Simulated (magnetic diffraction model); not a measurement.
# Y2Zn9FeRu2: what an assumed order does to the neutron pattern

Space group Cmcm (no. 63), a = 12.3700 Å, b = 7.2500 Å, c = 9.4450 Å.

| site | atom | x | y | z |
| --- | --- | --- | --- | --- |
| 8e | Ru | 0.6779 | 0 | 0 |
| 8g | Y | 0.6604 | 0.6644 | 1/4 |
| 8g | Zn | 0.3933 | 0.0593 | 1/4 |
| 8f | Zn | 1/2 | 0.8503 | 0.4410 |
| 16h | Zn | 0.6626 | 0.6772 | 0.5729 |
| 4c | Zn | 1/2 | 0.3607 | 1/4 |
| 4a | Fe | 0 | 0 | 0 |

This is a made-up structure (elements placed in a structure type, unrelaxed), so the numbers test the method and describe no known phase.

Only Fe is taken to order (form factors of Fe2+); orders and moment sizes are assumed, and not adapted to the symmetry. Radiation: neutrons of λ = 1.909 Å, 8° to 45°; isotropic B of 0.41 Å² (Ru), 0.4 Å² (Y), 0.49 Å² (Zn) and 0.39 Å² (Fe). Simulated constant-wavelength pattern: nuclear and magnetic terms add, the magnetic one as |2.695 fm × Σ f S⊥ exp(2πi Q·r) exp(−B s²)|², summed over all Q at one angle with the factor 1/(sin²θ cos θ). For collinear order S is the moment m, which repeats by lattice and centring translations R with the sign exp(−2πi k·R). Free-ion form factors, Sears's scattering lengths of 1992, no absorption; a label names one of the reflections at its angle. The strongest nuclear line in the range is 100, and lines under 0.2 are left out.

Assume the order k = (0 0 3/2), collinear moments along [001], 0.85 μB on Fe; signs + at (0, 0, 0), − at (0, 0, 1/2).

Predict the pattern, nuclear and magnetic parts apart.

```
2θ (°)      index  nuclear  magnetic
 17.55    (1 1 0)      2.7       0.0
 17.75    (2 0 0)      7.5       0.0
 18.50  (1 1 1/2)      0.0       4.9
 18.69  (2 0 1/2)      0.0       2.4
 21.09    (1 1 1)      6.5       0.0
 23.32    (0 0 2)     66.0       0.0
 24.84  (1 1 3/2)      0.0       1.4
 24.99  (2 0 3/2)      0.0       0.7
 29.34    (1 1 2)      3.7       0.0
 29.46    (2 0 2)      0.8       0.0
 30.53    (0 2 0)      8.6       0.0
 30.89    (3 1 0)     20.3       0.0
 31.10  (0 2 1/2)      0.0       0.8
 31.45  (3 1 1/2)      0.0       1.4
 32.76    (0 2 1)      6.0       0.0
 33.10    (3 1 1)      9.6       0.0
 34.33  (1 1 5/2)      0.0       0.3
 35.38  (0 2 3/2)      0.0       0.4
 35.54    (2 2 0)     19.9       0.0
 35.69  (3 1 3/2)      0.0       0.8
 35.96    (4 0 0)     16.9       0.0
 36.04  (2 2 1/2)      0.0       1.0
 36.45  (4 0 1/2)      0.0       0.5
 37.51    (2 2 1)     61.1       0.0
 38.77    (0 2 2)     45.7       0.0
 39.06    (3 1 2)     81.2       0.0
 39.68    (1 1 3)      1.6       0.0
 39.85  (2 2 3/2)      0.0       0.6
 40.23  (4 0 3/2)      0.0       0.3
 42.95    (2 2 2)      1.9       0.0
 43.07  (3 1 5/2)      0.0       0.3
 43.30    (4 0 2)    100.0       0.0
```

The strongest magnetic line in the range is (1 1 1/2) at 18.50° (4.9). On top of the Lorentz factor, which all lines share, magnetic lines fade with angle because f falls: for Fe2+ it is 0.90, 0.68, 0.45 and 0.15 at sin θ/λ = 0.1, 0.2, 0.3 and 0.5 Å⁻¹, while nuclear lengths stay constant. The order has no net moment.

[Logs are printed without paths, hosts, clocks, repeated set-up lines and the standing remarks that a program may print on its own settings, such as how far it seeks lower states.]
